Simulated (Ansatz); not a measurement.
# Random wurtzite alloy of AlN and GaN (72 atoms): geometry optimisation

How does random wurtzite alloy of AlN and GaN (72 atoms) relax, and what do bonds, charges and levels look like afterwards?

Main program and level: Ansatz 0.2.0; Kohn-Sham DFT, PBE, PAW (set soft_2), plane waves.

### Step 1. The structure

The cell holds 72 atoms: 22 Al, 36 N and 14 Ga. Cell: a = 9.426 Å, b = 9.426 Å, c = 10.122 Å, α = 90.0°, β = 90.0°, γ = 120.0°. It derives from AlN (wurtzite) and GaN, repeated 3×3×2. Wurtzite AlN, 3 x 3 x 2 conventional cells, 14 of 36 Al sites given to Ga at random (x = 0.389), lattice by Vegard's rule (a = 3.142 Å, c = 5.061 Å); not relaxed, displaced by a Gaussian of 0.02 Å.

Coordinates:

```xyz
72
Lattice="9.4257 0.0000 0.0000 -4.7129 8.1629 0.0000 0.0000 0.0000 10.1218" Properties=species:S:1:pos:R:3 pbc="T T T"
Al    0.0066    0.0172    0.0108
N    -0.0149    1.8376    0.6105
Al   -0.0002    1.8135    2.5113
N     9.3876    0.0129    3.1255
Ga    0.0060    0.0131    5.0520
N    -0.0258    1.8322    5.6718
Al   -0.0130    1.8282    7.5632
N     0.0060    0.0386    8.1884
Al    7.8342    2.7459    0.0046
N    -1.6152    4.5081    0.6087
Al   -1.5891    4.5274    2.5152
N     7.8377    2.7311    3.1447
Ga   -1.5753    2.7573    5.0249
N    -1.5752    4.5285    5.6790
Al   -1.5954    4.5068    7.5905
N     7.8426    2.7343    8.1909
Al    6.2565    5.4281   10.0948
N    -3.1384    7.2452    0.5894
Al   -3.1610    7.2594    2.5691
N     6.2633    5.4249    3.1304
Ga    6.2400    5.4193    5.0871
N    -3.1375    7.2542    5.6899
Ga   -3.1155    7.2659    7.5820
N    -3.1428    5.4719    8.1689
Al    3.1735    0.0087    0.0057
N     3.1650    1.8181    0.6007
Al    3.1402    1.8535    2.5119
N    -1.5906    8.1533    3.1557
Al   -1.5587    8.1470    5.0818
N     3.1593    1.7905    5.6484
Al    3.1510    1.8122    7.5815
N     3.1270    0.0002    8.2189
Al    1.6066    2.7149   10.1157
N     1.5701    4.5571    0.6207
Al    1.5816    4.5085    2.5211
N     1.5647    2.7496    3.1671
Ga    1.5899    2.7396    5.0829
N     1.5902    4.5892    5.6641
Al    1.6108    4.5679    7.6105
N     1.5816    2.7404    8.1672
Ga   -0.0345    5.4398   10.1102
N    -0.0010    7.2553    0.6566
Al   -0.0135    7.2336    2.5312
N    -0.0141    5.4407    3.1319
Al   -0.0045    5.4329    5.0635
N    -0.0305    7.2505    5.6832
Ga    0.0066    7.2784    7.5792
N     0.0199    5.4668    8.1903
Ga    6.3030    0.0281    0.0182
N     6.2975    1.8380    0.5745
Ga    6.2978    1.8157    2.5135
N     1.5953    8.1477    3.1560
Ga    6.2772    0.0311    5.0876
N     6.2431    1.8435    5.6939
Al    6.3357    1.8003    7.6271
N     6.2848    0.0287    8.2001
Al    4.7055    2.7185   10.1040
N     4.7031    4.5362    0.6304
Al    4.6951    4.5180    2.5217
N     4.7260    2.7150    3.1242
Ga    4.7007    2.7152    5.0286
N     4.7167    4.5565    5.6761
Al    4.6949    4.5294    7.5798
N     4.7032    2.7064    8.2129
Ga    3.1320    5.4405    0.0161
N     3.1449    7.3153    0.6044
Ga    3.1397    7.2360    2.5246
N     3.1607    5.4336    3.1349
Al    3.1700    5.3948    5.0901
N     3.1674    7.2493    5.6295
Ga    3.1326    7.2622    7.5786
N     3.1233    5.4339    8.1986
```

Limits known from the start: The host structure and its lattice constant were typed by rule, without a check against the phase diagram. Only the Γ point is sampled, in a cell whose shortest periodic width is 8 Å.

### Step 2. Single point at the start

The forces at the start show how far the geometry lies from a minimum of this functional.

Input file input.yaml:

```yaml
crystal:
  lattice:
    - [9.4257, 0.0, 0.0]
    - [-4.71285, 8.1629, 0.0]
    - [0.0, 0.0, 10.1218]
  atoms:
    - { symbol: Al, position: [0.00176, 0.00211, 0.00107] }
    - { symbol: "N", position: [0.11097, 0.22511, 0.06032] }
    - { symbol: Al, position: [0.11106, 0.22216, 0.24811] }
    - { symbol: "N", position: [0.99675, 0.00158, 0.30879] }
    [... 62 atom lines left out ...]
    - { symbol: Ga, position: [0.77632, 0.88645, 0.24942] }
    - { symbol: "N", position: [0.66815, 0.66564, 0.30972] }
    - { symbol: Al, position: [0.66676, 0.66089, 0.50288] }
    - { symbol: "N", position: [0.78008, 0.88808, 0.55618] }
    - { symbol: Ga, position: [0.77718, 0.88966, 0.74874] }
    - { symbol: "N", position: [0.6642, 0.66568, 0.80999] }
kpoints:
  mp_grid: { grid: [1, 1, 1] }
hamiltonian:
  xc: pbe
scf:
  occupations: { method: fixed }
output:
  forces: true
  stress: true
  populations: true
  dos:
    method: { smearing: { sigma: 0.1 } }
    de: 0.1
    projected: { site_lists: { Al: [Al], Ga: [Ga], "N": ["N"] } }
  eigenvalues: true
```

Launch:

```sh
$ ansatz run input.yaml --threads 4 --pin off --max-ram 8192MiB --backend cpu --events-out ev --progress --plain --runs-dir out
```

Numbers of over 12 decimals in the logs are rounded to 6 here.

What it wrote:

```text
Engine: ansatz 0.2.0, aarch64-unknown-linux-gnu
Pseudopotentials: kind: paw
Pseudopotential: Al, paw, valence charge 3, recommended cutoff 420 eV (normal), Al.paw.azcp
Pseudopotential: N, paw, valence charge 5, recommended cutoff 420 eV (normal), N.paw.azcp
Pseudopotential: Ga, paw, valence charge 13, recommended cutoff 420 eV (normal), Ga.paw.azcp
Functional definition: PBE
  parameter kappa = 0.804
  parameter beta = 0.066725
  exchange = pbe_x(kappa = kappa, mu = beta*pi^2/3)
  correlation = pbe_c(beta = beta)
Crystal: 72 atoms, lattice volume = 778.782 Å³
Basis set: ecut = 420 eV, 15249 PW (Γ), exchange–correlation on 128×128×144 points (8 copies of the dense FFT grid, shifted against one another)
Bands: 286, of which v1, the nominal top of the filled ones, is band 214 counted from 1 (213 counted from 0)
Symmetry: 1 space group operations
Space group: P1 (ITA 1), of the structure as read, at distance tolerance 9.2e-5 Å
k-points: 1
Non-local potential: Al, projectors of the file, l = 0: 2, l = 1: 2, l = 2: 1
Non-local potential: N, projectors of the file, l = 0: 2, l = 1: 2, l = 2: 1
Non-local potential: Ga, projectors of the file, l = 0: 2, l = 1: 2, l = 2: 3, l = 3: 1
PAW form: soft (Blöchl's): semilocal exchange-correlation on the pseudo side does not see the compensation charge
PAW one-centre angular grid: Al, 110 points (default); XC on 64 Gauss nodes
PAW one-centre angular grid: N, 110 points (default); XC on 64 Gauss nodes
PAW one-centre angular grid: Ga, 590 points (default); XC on 64 Gauss nodes
Initial density: superposition of atomic densities (neutral atoms: chi_scale 0, normalization atom), corrected by the library's trained network
Initial wavefunctions: pseudopotential atomic-orbital guess
Functional: x = pbe(κ = 0.804, μ = 0.219515), c = pbe(β = 0.066725)
SCF iter   1: F=—  HF=-78678.228865 eV  |F-HF|=—  |Δ(HF+E_count)|=         —  Δρ=4.64e-3  dr2=1.82e-1  ethr=1.77e-3  ⟨swp⟩=5.0  Hψ=1017  notcnv=0  defer=65
preconditioner: auto → Resta (q_TF=auto, 2.469 Å⁻¹)  ε∞=4.3  [insulator: Δε(μ)=3.182 eV  Ē_g=15.261 eV  n_scr=210 (ndim 8)  ℏωp=27.5 eV  f_vac=0.000  ε∞_Penn≈4.3]
SCF iter   2: F=—  HF=-78678.186450 eV  |F-HF|=—  |Δ(HF+E_count)|=   4.24e-2  Δρ=1.89e-3  dr2=2.07e-2  ethr=4.26e-5  ⟨swp⟩=2.0  Hψ=543  notcnv=0  defer=70
SCF iter   3: F=—  HF=-78678.186609 eV  |F-HF|=—  |Δ(HF+E_count)|=   1.59e-4  Δρ=8.80e-4  dr2=5.57e-3  ethr=4.83e-6  ⟨swp⟩=2.0  Hψ=223  notcnv=0  defer=70
SCF iter   4: F=—  HF=-78678.187293 eV  |F-HF|=—  |Δ(HF+E_count)|=   6.84e-4  Δρ=2.09e-4  dr2=2.87e-4  ethr=1.30e-6  ⟨swp⟩=3.0  Hψ=437  notcnv=0  defer=70
SCF iter   5: F=—  HF=-78678.187208 eV  |F-HF|=—  |Δ(HF+E_count)|=   8.52e-5  Δρ=9.47e-5  dr2=5.18e-5  ethr=6.69e-8  ⟨swp⟩=2.0  Hψ=434  notcnv=0  defer=65
SCF iter   6: F=—  HF=-78678.185489 eV  |F-HF|=—  |Δ(HF+E_count)|=   1.72e-3  Δρ=2.89e-5  dr2=6.48e-6  ethr=1.21e-8  ⟨swp⟩=2.0  Hψ=500  notcnv=0  defer=67
SCF iter   7: F=—  HF=-78678.185491 eV  |F-HF|=—  |Δ(HF+E_count)|=   2.05e-6  Δρ=1.04e-5  dr2=7.60e-7  ethr=1.51e-9  ⟨swp⟩=2.0  Hψ=429  notcnv=0  defer=67
SCF iter   8: F=-78678.185491 eV  HF=-78678.185491 eV  |F-HF|=1.47e-8  |Δ(HF+E_count)|=   2.56e-7  Δρ=2.32e-6  dr2=4.65e-8  ethr=2.34e-11  ⟨swp⟩=16.0  Hψ=1941  notcnv=0
SCF 1 converged in 8 iterations: F = -78678.185491 eV  dr2 = 4.65e-8
  greatest PAW one-centre occupation: 0.996 electrons in one spin orbital (limit 2), on the Ga atom at site 22 (counted from 0), in its partial waves of l = 2
SCF converged after 8 iterations
Free energy (F): -78678.185491 eV
Harris-Foulkes:  -78678.185491 eV  (|F-HF|=1.47e-8)
Internal energy: -78678.185491 eV  (E = F + TS)
E sigma→0 (E₀):  -78678.185491 eV
Fermi energy:    8.325420 eV
--- Per-component energies (eV) ---
  E_band       = 155.261627
  E_kinetic    = 6987.274730
  E_local      = -41370.398383  (includes V_loc(G=0)·N_el)
  E_nonlocal   = 7859.837174
  E_hartree    = 18787.541941
  E_xc         = -4045.620922
  E_vxc        = -4256.522191  (∫ρ·V_xc dr)
  E_paw        = -42782.066402  (= ΣΔE_a)
  E_vpaw       = -6640.018399  (= ΣTr[D̂ρ^β])
  E_aug_tail   = 0.002197  (compensation charges beyond the density's cutoff)
  E_ewald      = -24114.755826
  E_smearing   = -0.000000  (= −TS)
  E_closure    = 0.000000  (closes the sum)
  Σ components = -78678.185491   (vs F -78678.185491, Δ=0.00e0)
--- Forces (eV/Å), atoms counted from 1 ---
  atom   1  Al     0.25391616    -0.00110006    -0.31673247
  atom   2  N      0.44901457     0.11280638    -0.23094763
  atom   3  Al    -0.15665084     0.20329445     0.45005382
  atom   4  N      1.49317334     0.55535283    -0.58263425
  atom   5  Ga     0.05670883     0.02084852     0.01847897
  atom   6  N      0.44374570     0.10707794     0.65758180
  atom   7  Al     0.28441567     0.09229426     0.49608064
  atom   8  N     -0.18843526     0.48751896     0.76959552
  atom   9  Al     0.54905171    -0.39846698    -0.25831719
  atom  10  N     -0.45838965     0.11792598     0.06436971
  atom  11  Al     0.01146913     0.35088864     0.39201568
  atom  12  N      1.17520509     0.36899143    -1.31206336
  atom  13  Ga    -0.38121890    -0.63616736     0.63241539
  atom  14  N      0.74750197     0.82354067     0.60194717
[...]
atom  71  Ga     0.49717421     0.10544642    -0.13474719
  atom  72  N      0.77411398    -0.39804926    -0.43870796
  max |Σ_I F_I| component: 2.81e-4 eV/Å
--- Stress (GPa, compression-positive) ---
        5.642234       0.218013       0.170752
        0.218014       5.562969      -0.227632
        0.170749      -0.227644       4.624750
  P = ⅓ Tr σ = 5.2767 GPa (52.767 kbar)
--- Band table (eV) ---
  k-point 0: bands = ["-7.3081", "-6.6991", "-6.6064", "-6.5267", [... 270 levels ...], "17.6072", "17.6747", "17.6996", "17.7733", "17.8197", "17.9104", "17.9385", "17.9447", "17.9768", "18.0746", "18.2987", "18.4373"]
--- Löwdin populations: 72 sites ---
  site symbol       q [e]
     0     Al      1.8920
     1      N      6.0285
     2     Al      1.8831
[...]
71      N      5.9116
  spilling = 0.004557 (of n_electrons = 428.000000)
```

Elapsed: 9.5 s, on 4 threads of Arm Neoverse V2, shared host; peak memory 0.98 GiB.

In the SCF lines HF is the Harris–Foulkes energy and dr2 the Hartree energy of the density residual, in eV; the loop may stop once dr2 is under the threshold and the program's other checks hold. Hψ counts applications of the Hamiltonian.

The run gave:

* free energy: -78678.1855 eV
* free energy per atom: -1092.7526 eV/atom
* SCF cycles: 8
* pressure: 5.277 GPa
* r.m.s. force component: 0.5644 eV/Å
* longest force: 1.938 eV/Å
* Fermi energy: 8.325 eV
* gap (highest filled to lowest empty level): 3.159 eV
* spilling of the projection: 0.004557

The r.m.s. force component of 0.56 eV/Å and the pressure of 5.3 GPa set the starting point.

Length of the force by element:

```csv
element,coordination,atoms,mean length of the force (eV/Å),spread,least,most
Al,all,22,0.735,0.336,0.169,1.57
Ga,all,14,0.595,0.356,0.0632,1.53
N,all,36,1.05,0.480,0.277,1.94
```

### Step 3. Relaxation

The atoms are relaxed in the fixed cell, aiming at the force tolerance of the input.

input.yaml, the sections that differ from step 2:

```yaml
output:
  forces: true
relax:
  f_tol: 0.05
  max_steps: 200
# crystal, kpoints, hamiltonian, scf: as in step 2
```

What it wrote:

```text
[...]
Crystal: 72 atoms, lattice volume = 778.782 Å³
Basis set: ecut = 420 eV, 15249 PW (Γ), exchange–correlation on 128×128×144 points (8 copies of the dense FFT grid, shifted against one another)
Bands: 286, of which v1, the nominal top of the filled ones, is band 214 counted from 1 (213 counted from 0)
Symmetry: 1 space group operations
[...]
k-points: 1
[...]
SCF iter   1: F=—  HF=-78678.226688 eV  |F-HF|=—  |Δ(HF+E_count)|=         —  Δρ=4.62e-3  dr2=1.81e-1  ethr=1.77e-3  ⟨swp⟩=5.0  Hψ=955  notcnv=0  defer=67
[...]
SCF iter   3: F=—  HF=-78678.184848 eV  |F-HF|=—  |Δ(HF+E_count)|=   1.55e-3  Δρ=8.67e-4  dr2=5.34e-3  ethr=4.83e-6  ⟨swp⟩=3.0  Hψ=331  notcnv=0  defer=62
automatic band count: iteration 3 solves 278 bands in place of 286: the levels show a gap, and the empty bands left out lie too high to hold charge; the band table lists the bands solved (type scf.n_extra_bands for more)
SCF iter   4: F=—  HF=-78678.185580 eV  |F-HF|=—  |Δ(HF+E_count)|=   7.32e-4  Δρ=2.26e-4  dr2=3.37e-4  ethr=1.25e-6  ⟨swp⟩=2.0  Hψ=402  notcnv=0  defer=62
[...]
SCF iter   6: F=-78678.185489 eV  HF=-78678.185490 eV  |F-HF|=9.31e-7  |Δ(HF+E_count)|=   2.62e-5  Δρ=2.67e-5  dr2=5.42e-6  ethr=1.28e-8  ⟨swp⟩=3.0  Hψ=710  notcnv=0
SCF 1 converged in 6 iterations: F = -78678.185489 eV  dr2 = 5.42e-6
[...]
relax step   1: F+E_penalty+E_count = -78678.18548863 eV  Δ(F+E_penalty+E_count) = +0.000e0 eV  max|allowed force component| = 1.812e0 eV/Å  Δτ_max = 0.0000 Å  (6 SCF iters, dr2 threshold 6.25e-5 eV, accepted)
[...]
relax step   2: F+E_penalty+E_count = -78679.35165551 eV  Δ(F+E_penalty+E_count) = -1.166e0 eV  max|allowed force component| = 7.910e-1 eV/Å  Δτ_max = 0.0609 Å  (6 SCF iters, dr2 threshold 1.00e-4 eV, accepted)
[...]
relax step   3: F+E_penalty+E_count = -78679.69410277 eV  Δ(F+E_penalty+E_count) = -3.424e-1 eV  max|allowed force component| = 5.501e-2 eV/Å  Δτ_max = 0.0417 Å  (6 SCF iters, dr2 threshold 3.91e-5 eV, accepted)
[...]
relax step   4: F+E_penalty+E_count = -78679.69533292 eV  Δ(F+E_penalty+E_count) = -1.230e-3 eV  max|allowed force component| = 6.190e-3 eV/Å  Δτ_max = 0.0035 Å  (6 SCF iters, accepted)
SCF converged after 6 iterations
Free energy (F): -78679.695333 eV
[...]
Internal energy: -78679.695333 eV  (E = F + TS)
E sigma→0 (E₀):  -78679.695333 eV
Fermi energy:    8.267716 eV
[...]
--- Forces (eV/Å), atoms counted from 1 ---
  atom   1  Al    -0.00271051    -0.00239755    -0.00443884
  atom   2  N      0.00269658     0.00082648    -0.00075838
  atom   3  Al    -0.00162926    -0.00281328     0.00462758
  atom   4  N      0.00214442     0.00289573    -0.00396676
  atom   5  Ga     0.00021090    -0.00347773     0.00380190
  atom   6  N      0.00212538     0.00112078    -0.00036954
  atom   7  Al     0.00060498    -0.00330751    -0.00270318
  atom   8  N     -0.00011398     0.00030812     0.00306532
  atom   9  Al    -0.00172625     0.00053405    -0.00299762
  atom  10  N      0.00087065    -0.00096567     0.00218968
  atom  11  Al     0.00008923     0.00005809     0.00314763
  atom  12  N      0.00262342     0.00079918    -0.00504198
  atom  13  Ga    -0.00157671     0.00062723     0.00293365
  atom  14  N      0.00065381    -0.00033346     0.00010216
[...]
atom  71  Ga    -0.00027953     0.00134416    -0.00272229
  atom  72  N      0.00114831    -0.00178965     0.00360409
  max |Σ_I F_I| component: 3.28e-5 eV/Å
--- Relaxed structure (4 steps of the walk, 4 accepted, 0 SCFs on fresh bases) ---
  F+E_penalty+E_count = -78679.69533292 eV   max|allowed force component| = 6.190e-3 eV/Å
  atoms:
    - { symbol: Al, position: [0.002737, 0.00176608, 0.00154116] }
    - { symbol: N, position: [0.111683, 0.223686, 0.058079] }
    - { symbol: Al, position: [0.113135, 0.224238, 0.246647] }
    - { symbol: N, position: [1.006788, 0.00438944, 0.304199] }
[...]
- { symbol: N, position: [0.663301, 0.661173, 0.805982] }
```

It took 17 s on 4 threads; peak memory 0.93 GiB.

Step by step:

```csv
step,energy less that of the first step (eV),largest force component (eV/Å)
1,0.0000,1.8121
2,-1.1662,0.7910
3,-1.5086,0.0550
4,-1.5098,0.0062
```

The atoms that moved most (Å):

```csv
atom,dx,dy,dz,length
N4,0.081,0.023,-0.046,0.096
N24,-0.001,-0.070,0.063,0.095
N36,0.004,-0.033,-0.080,0.086
N52,-0.063,0.007,-0.054,0.084
N6,0.029,-0.013,0.075,0.081
N46,-0.020,-0.012,-0.076,0.079
N30,-0.022,-0.022,0.073,0.079
Al7,0.014,0.007,0.077,0.078
```

The relaxation changed the energy by -21.0 meV/atom, and atoms moved by 0.051 Å r.m.s., 0.096 Å at most.

### Step 4. Local order after relaxation

Bonds before and after, by the cutoffs listed below:

```csv
pair,bonds before,bonds after,mean before (Å),mean after (Å),spread before (Å),spread after (Å)
N-Al,88,88,1.913,1.896,0.027,0.009
N-Ga,56,56,1.920,1.948,0.024,0.009
```

Density 4.42 g/cm³, 10.82 Å³ an atom.

Pair distribution functions g(r), in bins of 0.2 Å:

```csv
r (Å),total,N-N,N-Al,N-Ga,Al-Al,Al-Ga,Ga-Ga
1.80,2.04,0.00,6.70,0.00,0.00,0.00,0.00
2.00,2.68,0.00,2.96,9.15,0.00,0.00,0.00
2.20,0.00,0.00,0.00,0.00,0.00,0.00,0.00
2.40,0.00,0.00,0.00,0.00,0.00,0.00,0.00
2.60,0.00,0.00,0.00,0.00,0.00,0.00,0.00
2.80,0.00,0.00,0.00,0.00,0.00,0.00,0.00
3.00,1.43,3.71,0.37,0.00,3.12,0.74,0.00
3.20,4.30,6.84,0.51,0.86,7.85,9.30,11.25
3.40,0.00,0.00,0.00,0.00,0.00,0.00,0.00
3.60,2.01,0.00,4.17,3.80,0.00,0.00,0.00
3.80,0.84,0.00,1.54,1.90,0.00,0.00,0.00
4.00,0.00,0.00,0.00,0.00,0.00,0.00,0.00
4.20,0.01,0.03,0.00,0.00,0.00,0.00,0.00
4.40,2.45,2.48,2.42,2.22,2.48,2.89,2.25
4.60,0.17,0.14,0.21,0.39,0.00,0.00,0.00
4.80,1.64,0.00,3.29,3.28,0.00,0.00,0.00
5.00,0.29,0.47,0.05,0.05,0.45,0.71,0.49
5.20,0.08,0.22,0.00,0.00,0.15,0.08,0.00
5.40,2.54,4.92,0.00,0.00,4.86,5.87,4.29
5.60,0.13,0.31,0.05,0.19,0.00,0.00,0.00
5.80,1.33,0.49,2.46,2.24,0.07,0.12,0.00
6.00,1.61,2.42,0.56,0.64,2.81,2.83,2.85
6.20,0.95,0.83,0.99,0.89,0.97,1.10,1.28
6.40,0.41,0.48,0.41,0.58,0.38,0.13,0.16
6.60,1.82,0.00,3.69,3.54,0.00,0.00,0.00
6.80,0.22,0.00,0.40,0.48,0.00,0.00,0.00
7.00,1.65,2.09,1.21,1.21,1.98,2.29,1.80
7.20,0.18,0.01,0.34,0.40,0.00,0.00,0.00
```

Bonds by pair of elements; cutoffs follow the first minimum of g(r), held within bounds set by covalent radii, and pairs that aren't listed don't count as bonded:

```csv
pair A-B,cutoff (Å),bonds,mean length (Å),spread (Å),shortest (Å),B about A,A about B
N-Al,2.33,88,1.90,0.009,1.87,2.44,4
N-Ga,2.38,56,1.95,0.009,1.93,1.56,4
```

How many atoms have how many bonded neighbours:

```csv
element,mean,4
Al,4,22
Ga,4,14
N,4,36
```

Bond angles, per cent of each kind in bins of 5°:

```csv
angle (°),N-Al-N,Al-N-Ga,N-Ga-N,Al-N-Al,Ga-N-Ga
105–110,62.1,64.3,59.5,42.2,100.0
110–115,37.9,35.7,40.5,57.8,0.0
```

Bond angles (no mean is given where the spread exceeds 20°):

```csv
angle,count,mean (°),spread (°)
N-Al-N,132,110,1.8
Al-N-Ga,98,109,1.5
N-Ga-N,84,110,1.5
Al-N-Al,83,110,1.7
Ga-N-Ga,35,108,1.2
```

Rings of the network by King's shortest-path rule, up to 12 atoms, one path for each pair of neighbours; H, halogens, alkali and alkaline-earth atoms are left out, and the last column divides by all other atoms, bonded or not:

```csv
ring size (atoms),rings,per network atom
6,142,1.97
```

By these cutoffs all Al atoms have 4, all Ga atoms have 4 and all N atoms have 4 bonded neighbours. The N-Al-N angle averages 110° with a spread of 1.8°. All rings counted have 6 atoms.

(Continued in part 2 of 2.)

[Logs are printed without paths, hosts, clocks, repeated set-up lines and the standing remarks that a program may print on its own settings, such as how far it seeks lower states.]

[Hosts, paths, dates, database ids (printed as entryN), source tags and the programs' standing remarks are cut or masked in the printed files.]
